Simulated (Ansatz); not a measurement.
# Compressing and expanding glassy Ca3Al2Si3O12 (160 atoms): runs compared

How stiff is glassy Ca3Al2Si3O12 (160 atoms)?

Computed with Ansatz 0.2.0: Kohn-Sham DFT, PBE, PAW (set soft_2), plane waves.

### Step 1. The cell as built

The cell holds 160 atoms: 16 Al, 24 Ca, 96 O and 24 Si. Cell: a = 12.814 Å, b = 12.814 Å, c = 12.814 Å, α = 90.0°, β = 90.0°, γ = 90.0°. 160 atoms (16 Al, 24 Ca, 96 O, 24 Si) placed at random at 2.84 g/cm³, melted at 4500 K for 20 ps at fixed volume with the Morse and Coulomb pair potential with partial charges (Pedone, Malavasi, Menziani, Cormack and Segre, J. Phys. Chem. B 110, 11780 (2006)). Quenched from 4500 K to 300 K at 20 K/ps and fixed volume, held 5 ps.

Limits known from the start: The quench rate of 20 K/ps is many orders above laboratory rates, so the cell is likely richer in defects and strain than a real sample. The starting topology of bonds comes from the classical model, and needn't be the one that DFT or experiment would give. Only the Γ point is sampled.

### Step 2. The reference run

The reference is a single point at the end of the relaxation.

Every strained cell starts from the geometry of this run, and its atoms are relaxed with the cell held.

Its input, with most atom lines left out:

```yaml
crystal:
  lattice:
    - [12.93268, 0.12099, -0.0154]
    - [0.12099, 12.86023, -0.07487]
    - [-0.0154, -0.07487, 12.76396]
  atoms:
    - { symbol: Al, position: [0.41468, 0.00515, 0.19792] }
    - { symbol: Al, position: [0.0366, 0.67448, 0.50937] }
    - { symbol: Al, position: [0.34721, 0.5748, 0.15518] }
    - { symbol: Al, position: [0.70849, 0.47269, 0.3481] }
    - { symbol: Al, position: [0.54764, 0.43205, 0.52212] }
    - { symbol: Al, position: [0.97212, 0.87649, 0.73747] }
    - { symbol: Al, position: [0.47885, 0.21668, 0.45444] }
    [... atom lines 8 to 160 left out ...]
kpoints:
  mp_grid: { grid: [1, 1, 1] }
hamiltonian:
  xc: pbe
scf:
  occupations: { method: gaussian, width: 0.05 }
output:
  forces: true
  stress: true
  populations: true
  dos:
    method: { smearing: { sigma: 0.1 } }
    de: 0.1
    projected: { site_lists: { Al: [Al], Ca: [Ca], O: [O], Si: [Si] } }
  eigenvalues: true
  write_density: true
  write_potential: true
  volumetric_format: npy
```

| Item | Value |
| --- | --- |
| free energy per atom | -763.5094 eV/atom |
| r.m.s. force component | 0.00726 eV/Å |
| pressure | -0.003453 GPa |

Filled and empty levels are parted by 3.72 eV (at Γ alone); a semilocal functional tends to put such gaps too low. In a disordered cell it changes from sample to sample, and tail or defect levels can set it.

### Step 3. The runs

Each row is one run, on 4 threads of Arm Neoverse V1, shared host. The free energy is the program's total, comparable only between runs with the same functional, potentials and atoms.

```csv
run,atoms,outcome,"ionic steps, all passes",free energy (eV),time,host memory (GiB)
Single point at the start,160,converged,-,-122147.896,43 s,3.4
Cell and atoms relaxed,160,converged,14,-122161.501,11 min,3.5
Single point at the relaxed geometry,160,converged,-,-122161.501,81 s,3.5
Volume -3 %,160,converged,7,-122161.064,6.8 min,3.4
Volume +3 %,160,converged,10,-122161.128,10 min,3.6
Volume -6 %,160,converged,9,-122159.704,8.7 min,3.4
Volume +6 %,160,cut at the time limit,10,-122160.196,11 min,3.6
Volume -10 %,160,cut at the time limit,5,-122156.092,4.7 min,3.2
```

In some runs the program notes that the SCF threshold is loose for the stress.

### Step 4. Pressure against volume

Atoms are relaxed at each volume, in the scaled cell.

```csv
volume change (%),volume (Å³/atom),energy change (meV/atom),pressure (GPa),largest move on relaxing (Å),bonds,gap (eV)
-6,12.470,11.23,4.69,0.32,315,3.86
-3,12.868,2.73,2.23,0.13,308,3.78
+0,13.266,0.00,0.00,-,307,3.72
+3,13.664,2.33,-1.80,0.21,304,3.69
```

### Step 5. Outcome

The bulk modulus, from the slope of pressure against ln V over the three points nearest the relaxed volume, is 67.2 GPa; a quadratic over all points gives a pressure derivative of about 4.2. The count of bonds runs from 304 to 315 over the series, so at some points contacts cross the cutoffs. The gap goes from 3.86 eV at the smallest volume to 3.69 eV at the largest, -1.9 eV per unit of ln V by a straight line, on the run's k-points.

Caveats: Strains are finite and relaxations stop at the force tolerance of the input, which can leave moduli too stiff; they are those of a static cell at zero temperature. Volumes are changed with the cell's shape held, so in an anisotropic solid the modulus lies over the one under free hydrostatic load. The program notes that the SCF threshold of the relaxations is loose for the stress.

The DFT runs together took 54 min of wall time.

[Logs are printed without paths, hosts, clocks, repeated set-up lines and the standing remarks that a program may print on its own settings, such as how far it seeks lower states.]

[Hosts, paths, dates, database ids (printed as entryN), source tags and the programs' standing remarks are cut or masked in the printed files.]
